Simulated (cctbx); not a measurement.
**Interatomic vectors of Tm2Sn2Ge3Pd3**

Space group C2/c (no. 15), a = 13.4990 Å, b = 10.3740 Å, c = 6.3910 Å, α = 90.00°, β = 117.12°, γ = 90.00°, content Tm8 Sn8 Pd12 Ge12.

Simulated single-crystal data (cctbx): Mo Kα, λ = 0.71073 Å, to d = 0.7 Å, 80 % of the full sphere, strongest reflection 5000 counts, noise from counting, a 3 % proportional error and a noise floor of 2 counts (s.d.); no absorption.

Patterson synthesis from sharpened amplitudes, origin scaled to 1000:

```text
Patterson group C 1 2/m 1
      u       v       w   height  length (A)
  0.000   0.000   0.000   1000.0     0.00
  0.252   0.000   0.754    421.1     4.36
  0.000   0.120   0.500    319.2     3.43
  0.000   0.000   0.500    298.9     3.20
  0.000   0.463   0.500    260.9     5.77
  0.000   0.337   0.000    226.3     3.49
  0.127   0.254   0.378    211.9     3.45
  0.126   0.251   0.877    200.8     3.39
  0.246   0.133   0.248    175.3     3.27
  0.221   0.000   0.226    149.1     2.65
  0.133   0.118   0.884    128.5     2.55
  0.135   0.112   0.383    126.2     2.57
  0.222   0.500   0.726    112.7     6.61
  0.000   0.500   0.000    108.2     5.19
```

**Question.** Which atom pairs make the peaks, and where is the heaviest atom?

A peak at u stands for all pairs with xi − xj = u, with weight Σ ZiZj against Σ Z² = 95768 at the origin. Peak heights follow these weights only roughly, since form factors, motion and series ripples differ, all vectors within 0.55 Å of a peak are counted as merged into it though the farther ones add only part of their weight, and F(000) is left out, which lowers the whole map:

| u | v | w | shortest length (Å) | height | 1000 ΣZiZj/ΣZ² | pairs in the cell |
| --- | --- | --- | --- | --- | --- | --- |
| 0.252 | 0.000 | 0.754 | 4.35 | 421 | 978 | 8 × Tm–Tm, 8 × Sn–Pd, 8 × Sn–Ge, 8 × Pd–Ge, 4 × Pd–Pd, 4 × Ge–Ge |
| 0.000 | 0.120 | 0.500 | 3.43 | 319 | 450 | 8 × Tm–Pd, 8 × Tm–Ge |
| 0.000 | 0.000 | 0.500 | 3.20 | 299 | 340 | 8 × Sn–Sn, 4 × Pd–Pd, 4 × Ge–Ge |
| 0.000 | 0.463 | 0.500 | 5.77 | 261 | 445 | 16 × Pd–Ge, 4 × Tm–Tm |
| 0.000 | 0.337 | 0.000 | 3.50 | 226 | 265 | 8 × Tm–Pd |
| 0.127 | 0.254 | 0.378 | 3.46 | 212 | 513 | 8 × Tm–Sn, 4 × Tm–Pd, 4 × Tm–Ge |
| 0.126 | 0.251 | 0.877 | 3.39 | 201 | 513 | 8 × Tm–Sn, 4 × Tm–Pd, 4 × Tm–Ge |
| 0.246 | 0.133 | 0.248 | 3.26 | 175 | 357 | 8 × Tm–Pd, 4 × Tm–Ge |
| 0.221 | 0.000 | 0.226 | 2.66 | 149 | 192 | 8 × Sn–Pd |
| 0.133 | 0.118 | 0.884 | 2.55 | 128 | 286 | 8 × Pd–Ge, 4 × Sn–Pd, 4 × Sn–Ge |

The table stops at ten peaks or at a height of 45, below which ripples compete. In the model behind the data Tm, the heaviest element, has 1 independent site: (0.1262, 0.2299, 0.6306), up to an allowed shift of origin; the Tm–Tm vectors are differences of these positions and their symmetry mates. The whole model:

| atom | mult. | x | y | z | Ueq (Å²) |
| --- | --- | --- | --- | --- | --- |
| Tm1 | 8 | 0.1262 | 0.2299 | 0.6306 | 0.0035 |
| Sn1 | 8 | 0.7782 | 0.5021 | 0.5255 | 0.0041 |
| Pd1 | 4 | 0 | 0.5002 | 1/4 | 0.0037 |
| Pd2 | 8 | 0.3638 | 0.3911 | 0.8679 | 0.0040 |
| Ge1 | 4 | 0 | 0.9981 | 1/4 | 0.0048 |
| Ge2 | 8 | 0.8941 | 0.6519 | 0.8963 | 0.0049 |

The model was made for the exercise: a known structure type with other elements put in, its volume estimated, not relaxed; displacement parameters are assumed.

[Logs are printed without paths, hosts, clocks, repeated set-up lines and the standing remarks that a program may print on its own settings, such as how far it seeks lower states.]
